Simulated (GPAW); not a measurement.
# WSi2As4 monolayer in an electric field

Aim: the dipole that a field along the normal induces in WSi2As4 monolayer.

Method: GPAW, PAW setups; layer in a repeated cell with vacuum, relaxation of atoms and in-plane cell, in the first sound run; inputs show where later runs differ, in GPAW 26.7.0.

## Step 1: Set-up

The cell holds 7 atoms: 4 As, 2 Si and 1 W. Cell: a = 3.630 Å, b = 3.630 Å, c = 27.155 Å, α = 90.0°, β = 90.0°, γ = 120.0°. Vacuum lies along c.

## Step 2: Relaxing the atoms

Forces are removed first; all later runs use this geometry.

run.py reads:

```python
import json
import numpy as np
from ase import Atoms
from ase.filters import FrechetCellFilter
from ase.optimize import BFGS
from gpaw import GPAW, PW

slab = Atoms(
    ['As', 'Si', 'As', 'W', 'As', 'Si', 'As'],
    positions=[
        [0.00000, 0.00000, 9.00000],
        [-0.00000, 2.09578, 9.76197],
        [-0.00000, 2.09578, 11.99197],
        [0.00000, 0.00000, 13.57756],
        [-0.00000, 2.09578, 15.16314],
        [-0.00000, 2.09578, 17.39314],
        [0.00000, 0.00000, 18.15511]],
    cell=[[3.63, 0.0, 0.0], [-1.815, 3.14367, 0.0], [0.0, 0.0, 27.1551]],
    pbc=[True, True, True])

slab.calc = GPAW(mode=PW(600), xc='PBE', kpts={'size': (9, 9, 1), 'gamma': True},
                 occupations={'name': 'fermi-dirac', 'width': 0.05}, nbands='200%',
                 convergence={'density': 1e-05}, maxiter=200,
                 symmetry={'tolerance': 1e-3}, txt='slab.txt')
result = {}
# The in-plane cell is free; stress needs a cell that repeats along all three vectors
path = []
opt = BFGS(FrechetCellFilter(slab, mask=[1, 1, 0, 0, 0, 1]), maxstep=0.2)
opt.attach(lambda: path.append((slab.get_potential_energy(), slab.positions.tolist(), slab.get_forces().tolist())))
result['relaxed'] = bool(opt.run(fmax=0.02, steps=45))
result['path'] = path
result['cell'] = slab.cell.tolist()
print('in-plane lattice', slab.cell.cellpar().round(4)[[0, 1, 5]])
energy = slab.get_potential_energy()
fermi = slab.calc.get_fermi_level()
v = slab.calc.get_electrostatic_potential().mean((0, 1)) - fermi
n = slab.calc.get_pseudo_density().mean((0, 1))
L = slab.cell[2, 2]
z = np.arange(len(v)) * L / len(v)
low, high = slab.positions[:, 2].min(), slab.positions[:, 2].max()
below, above = np.interp([low - 6.8, high + 6.8], z, v)
slopes = [np.interp(x, z, np.gradient(v, z)) for x in (low - 6.8, high + 6.8)]
eps = np.array([[slab.calc.get_eigenvalues(k, s) for k in range(len(slab.calc.get_ibz_k_points()))]
                for s in range(slab.calc.get_number_of_spins())]) - fermi
top, bottom = eps[eps < 0].max(), eps[eps > 0].min()
dipole = slab.get_dipole_moment()[2]
print(f'energy {energy:.4f} eV, Fermi level {fermi:.4f} eV, dipole {dipole:.5f} e A')
print(f'potential 6.8 A off the faces, from the Fermi level: lower {below:.4f} eV, upper {above:.4f} eV')
print(f'slope of the potential there: lower {slopes[0]:.5f}, upper {slopes[1]:.5f} eV/A')
print(f'nearest levels on the mesh: {top:.4f} and {bottom:.4f} eV')
print('magnetic moment', round(slab.get_magnetic_moment(), 3))
result.update(energy=energy, fermi=fermi, dipole=dipole, below=below, above=above, slopes=slopes, edges=[top, bottom],
              z=z.tolist(), v=v.tolist(), n=n.tolist(), positions=slab.positions.tolist(),
              forces=slab.get_forces(apply_constraint=False).tolist(), moments=slab.get_magnetic_moments().tolist())
json.dump(result, open('result.json', 'w'))
```

The run is started by

```sh
$ OMP_NUM_THREADS=1 OPENBLAS_NUM_THREADS=1 python run.py
```

What it wrote:

```text
Step          Energy          fmax
BFGS:    0      -39.636274        3.314994
BFGS:    1      -40.220978        2.833288
BFGS:    2      -41.073187        1.078373
BFGS:    3      -41.128056        0.494717
BFGS:    4      -41.143457        0.479906
BFGS:    5      -41.237467        0.442792
BFGS:    6      -41.257518        0.405755
BFGS:    7      -41.272976        0.268172
BFGS:    8      -41.278051        0.220402
BFGS:    9      -41.280580        0.173667
BFGS:   10      -41.283693        0.177190
BFGS:   11      -41.287989        0.201165
BFGS:   12      -41.290934        0.119815
BFGS:   13      -41.291707        0.027957
BFGS:   14      -41.291769        0.002396
in-plane lattice [  3.614   3.614 120.   ]
energy -41.2917 eV, Fermi level 0.9850 eV, dipole 0.00012 e A
potential 6.8 A off the faces, from the Fermi level: lower 4.4476 eV, upper 4.4470 eV
slope of the potential there: lower 0.00012, upper 0.00017 eV/A
nearest levels on the mesh: -0.3505 and 0.3606 eV
magnetic moment 0.0
```

It took 32 min on 1 thread of Arm Neoverse V1, shared host; peak memory 0.56 GiB.

Numbers from this step:

```
dipole along the normal                    : 1.19e-4 e·Å
levels nearest the Fermi level on the mesh : -0.3505, 0.3606 eV from the Fermi level
```

The electrostatic potential energy of an electron (without an applied field's), less the Fermi level, planar mean oscillates, so the rows of the table below give means over windows of 1.7 Å about each position, cut where the curve ends. Its maxima inside the range that stand out by 2 % of the span (Å: eV): 9.2: -9.94, 10.9: 1.47, 12.7: -6.58, 14.4: -6.58, 16.2: 1.47, 17.9: -9.94. Its minima: 8.7: -15.0, 9.7: -12.0, 12.1: -13.6, 13.6: -18.2, 15.0: -13.6, 17.5: -12.0, 18.5: -15.0.

Table of electrostatic potential energy of an electron (without an applied field's), less the Fermi level, planar mean by z; means over each step:

```
z (Å)  electrostatic potential energy of an electron (without an applied field's), less the Fermi level, planar mean (eV)
 0.85                                                                                                                4.45
 2.55                                                                                                                4.45
 4.25                                                                                                                4.45
 5.95                                                                                                                4.39
 7.65                                                                                                               -1.25
 9.35                                                                                                               -11.1
11.05                                                                                                               -2.05
12.75                                                                                                               -11.5
14.45                                                                                                               -11.3
16.15                                                                                                               -1.87
17.85                                                                                                               -11.3
19.55                                                                                                              -0.780
21.25                                                                                                                4.39
22.95                                                                                                                4.45
24.65                                                                                                                4.45
26.35                                                                                                                4.45
```

The pseudo valence density, planar mean oscillates, so the rows of the table below give means over windows of 1 Å about each position, cut where the curve ends. Its maxima inside the range that stand out by 2 % of the span (Å: e/Å³): 8.1: 0.263, 9.2: 0.396, 11.7: 0.249, 13.6: 1.19, 15.4: 0.249, 18.0: 0.396, 19.0: 0.263. Its minima: 8.5: 0.185, 10.9: 0.130, 12.1: 0.175, 15.1: 0.175, 16.3: 0.130, 18.7: 0.185.

Pseudo valence density, planar mean against z; means over each step:

z (Å), pseudo valence density, planar mean (e/Å³) and a bar:
```
        5       0.00 
        6       0.00 
        7       0.03 #
        8       0.20 ########
        9       0.32 #############
       10       0.19 ########
       11       0.16 ######
       12       0.24 ##########
       13       0.63 #########################
       14       0.74 ##############################
       15       0.27 ###########
       16       0.17 #######
       17       0.17 #######
       18       0.33 #############
       19       0.21 #########
       20       0.05 ##
       21       0.00 
       22       0.00 
       23       0.00
```

The relaxation lowered the energy of the cell by 1.66 eV (energies extrapolated to zero smearing; the optimiser's log prints free energies). The largest force left on a free atom is 0.0017 eV/Å.

## Step 3: The slab's potential

The work function is the vacuum plateau of the electrostatic potential less the Fermi level; a dipole layer lets the two faces have plateaus of their own.

This step: GPAW, PAW setups; slab in vacuum (GPAW 26.7.0).

The cell differs from the one that the last finished run ended in (c 27.155 → 28.000 Å).

run.py, as its differences from that of step 2:

```diff
@@ -3,4 +3,2 @@
 from ase import Atoms
-from ase.filters import FrechetCellFilter
-from ase.optimize import BFGS
 from gpaw import GPAW, PW
@@ -10,25 +8,18 @@
     positions=[
-        [0.00000, 0.00000, 9.00000],
-        [-0.00000, 2.09578, 9.76197],
-        [-0.00000, 2.09578, 11.99197],
-        [0.00000, 0.00000, 13.57756],
-        [-0.00000, 2.09578, 15.16314],
-        [-0.00000, 2.09578, 17.39314],
-        [0.00000, 0.00000, 18.15511]],
-    cell=[[3.63, 0.0, 0.0], [-1.815, 3.14367, 0.0], [0.0, 0.0, 27.1551]],
-    pbc=[True, True, True])
+        [-0.00000, 0.00000, 9.00000],
+        [-0.00000, 2.08655, 10.12545],
+        [-0.00000, 2.08655, 12.50330],
+        [-0.00000, 0.00000, 13.99987],
+        [-0.00000, 2.08655, 15.49644],
+        [-0.00000, 2.08655, 17.87429],
+        [-0.00000, 0.00000, 18.99974]],
+    cell=[[3.61402, 0.0, 0.0], [-1.80701, 3.12983, 0.0], [0.0, 0.0, 27.9997]],
+    pbc=[True, True, False])
 
-slab.calc = GPAW(mode=PW(600), xc='PBE', kpts={'size': (9, 9, 1), 'gamma': True},
+slab.calc = GPAW(mode=PW(400), xc='PBE', kpts={'size': (9, 9, 1), 'gamma': True},
                  occupations={'name': 'fermi-dirac', 'width': 0.05}, nbands='200%',
                  convergence={'density': 1e-05}, maxiter=200,
+                 poissonsolver={'dipolelayer': 'xy'},
                  symmetry={'tolerance': 1e-3}, txt='slab.txt')
 result = {}
-# The in-plane cell is free; stress needs a cell that repeats along all three vectors
-path = []
-opt = BFGS(FrechetCellFilter(slab, mask=[1, 1, 0, 0, 0, 1]), maxstep=0.2)
-opt.attach(lambda: path.append((slab.get_potential_energy(), slab.positions.tolist(), slab.get_forces().tolist())))
-result['relaxed'] = bool(opt.run(fmax=0.02, steps=45))
-result['path'] = path
-result['cell'] = slab.cell.tolist()
-print('in-plane lattice', slab.cell.cellpar().round(4)[[0, 1, 5]])
 energy = slab.get_potential_energy()
```

What it wrote:

```text
energy -41.2751 eV, Fermi level 0.8213 eV, dipole 0.00072 e A
potential 6.8 A off the faces, from the Fermi level: lower 4.4540 eV, upper 4.4403 eV
slope of the potential there: lower -0.00004, upper 0.00004 eV/A
nearest levels on the mesh: -0.3505 and 0.3606 eV
magnetic moment 0.0
```

Elapsed: 99 s, on 1 thread; peak memory 0.27 GiB.

This step gave:

| Property | Result |
| --- | --- |
| dipole along the normal | 7.19e-4 e·Å |
| upper work function | 4.440 eV |
| lower work function | 4.454 eV |
| upper ionisation energy | 4.791 eV |

The electrostatic potential energy of an electron (without an applied field's), less the Fermi level, planar mean oscillates, so the rows of the table below give means over windows of 1 Å about each position, cut where the curve ends. Its maxima inside the range that stand out by 2 % of the span (Å: eV): 9.6: -9.90, 11.3: 1.48, 13.2: -6.57, 14.8: -6.58, 16.7: 1.47, 18.4: -9.91. Its minima: 9.0: -15.1, 10.1: -12.0, 12.5: -13.6, 14.0: -18.2, 15.5: -13.6, 17.9: -12.0, 19.0: -15.1.

Table of electrostatic potential energy of an electron (without an applied field's), less the Fermi level, planar mean by z; means over each step:

z (Å), electrostatic potential energy of an electron (without an applied field's), less the Fermi level, planar mean (eV) and a bar from the least value:
```
        0        4.5 ##############################
        1        4.5 ##############################
        2        4.5 ##############################
        3        4.5 ##############################
        4        4.5 ##############################
        5        4.5 ##############################
        6        4.4 ##############################
        7        4.2 ##############################
        8        1.0 #########################
        9      -11.9 #####
       10      -10.4 #######
       11       -0.9 ######################
       12       -5.5 ###############
       13       -9.3 #########
       14      -15.0 
       15       -9.3 #########
       16       -5.5 ###############
       17       -0.9 ######################
       18      -10.4 #######
       19      -12.0 #####
       20        1.0 #########################
       21        4.2 ##############################
       22        4.4 ##############################
       23        4.4 ##############################
       24        4.4 ##############################
       25        4.4 ##############################
       26        4.4 ##############################
       27        4.4 ##############################
```

The pseudo valence density, planar mean oscillates, so the rows of the table below give means over windows of 1 Å about each position, cut where the curve ends. Its maxima inside the range that stand out by 2 % of the span (Å: e/Å³): 8.5: 0.258, 9.5: 0.399, 12.0: 0.251, 14.1: 1.14, 16.0: 0.251, 18.5: 0.399, 19.5: 0.258. Its minima: 8.9: 0.184, 11.2: 0.129, 12.4: 0.175, 15.6: 0.175, 16.8: 0.129, 19.1: 0.184.

The pseudo valence density, planar mean by z; means over each step:

```
z (Å)  pseudo valence density, planar mean (e/Å³)
    5                                      3.6e-5
    6                                      6.0e-4
    7                                     0.00988
    8                                       0.121
    9                                       0.264
   10                                       0.277
   11                                       0.147
   12                                       0.206
   13                                       0.376
   14                                       0.910
   15                                       0.376
   16                                       0.206
   17                                       0.147
   18                                       0.277
   19                                       0.264
   20                                       0.121
   21                                     0.00987
   22                                      5.9e-4
   23                                      3.6e-5
```

The layer is gapped, so the Fermi level lies somewhere inside the gap, set by smearing and numerics, and these work functions are no property of the material; the band edges below the vacuum level are. The potential is flat to 4.2e-5 eV/Å where it is read, so the vacuum is wide enough.

## Step 4: Field on

A uniform field along the normal polarises the slab; the atoms stay fixed, so this is the electronic response alone.

run.py, as its differences from that of step 3:

```diff
@@ -4,2 +4,3 @@
 from gpaw import GPAW, PW
+from gpaw.external import ConstantElectricField
 
@@ -22,2 +23,3 @@
                  poissonsolver={'dipolelayer': 'xy'},
+                 external=ConstantElectricField(-0.2, [0, 0, 1]),
                  symmetry={'tolerance': 1e-3}, txt='slab.txt')
```

What it wrote:

```text
energy -41.2901 eV, Fermi level 0.8193 eV, dipole -0.15020 e A
potential 6.8 A off the faces, from the Fermi level: lower 3.2489 eV, upper 5.6527 eV
slope of the potential there: lower -0.00022, upper -0.00014 eV/A
nearest levels on the mesh: -0.3506 and 0.3607 eV
magnetic moment 0.0
```

Wall time 6.5 min (1 thread); peak memory 0.47 GiB.

Numbers from this step:

```yaml
dipole_along_the_normal: -0.1502 e·Å
levels_nearest_the_fermi_level_on_the_mesh: -0.3506, 0.3607 eV from the Fermi level
potential_below_the_slab_the_applied_field_s_own_ramp_left_out: 3.249 eV from the Fermi level
potential_above_the_slab_the_applied_field_s_own_ramp_left_out: 5.653 eV from the Fermi level
```

The electrostatic potential energy of an electron (without an applied field's), less the Fermi level, planar mean oscillates, so the rows of the table below give means over windows of 1.76 Å about each position, cut where the curve ends. Its maxima inside the range that stand out by 2 % of the span (Å: eV): 9.6: -10.7, 11.3: 0.962, 13.2: -6.73, 14.8: -6.42, 16.7: 1.99, 18.4: -9.08, 26.2: 5.65. Its minima: 9.0: -16.0, 10.1: -12.7, 12.5: -13.9, 14.0: -18.2, 15.5: -13.3, 17.9: -11.2, 19.0: -14.1.

Electrostatic potential energy of an electron (without an applied field's), less the Fermi level, planar mean against z; means over each step:

```
z (Å)  electrostatic potential energy of an electron (without an applied field's), less the Fermi level, planar mean (eV)
 0.88                                                                                                                3.38
 2.64                                                                                                                3.25
 4.40                                                                                                                3.25
 6.16                                                                                                                3.22
 7.92                                                                                                              -0.960
 9.68                                                                                                               -12.3
11.44                                                                                                               -2.61
13.20                                                                                                               -11.8
14.96                                                                                                               -10.8
16.72                                                                                                               -1.36
18.48                                                                                                               -10.9
20.24                                                                                                                2.61
22.00                                                                                                                5.63
23.76                                                                                                                5.65
25.52                                                                                                                5.65
27.28                                                                                                                5.57
```

The dipole is now -0.150 e Å, against 7.2e-4 in the run without a field.

(Part 1 of 2 ends here.)

[Logs are printed without paths, hosts, clocks, repeated set-up lines and the standing remarks that a program may print on its own settings, such as how far it seeks lower states.]

[Hosts, paths, dates, database ids (printed as entryN), source tags and the programs' standing remarks are cut or masked in the printed files.]
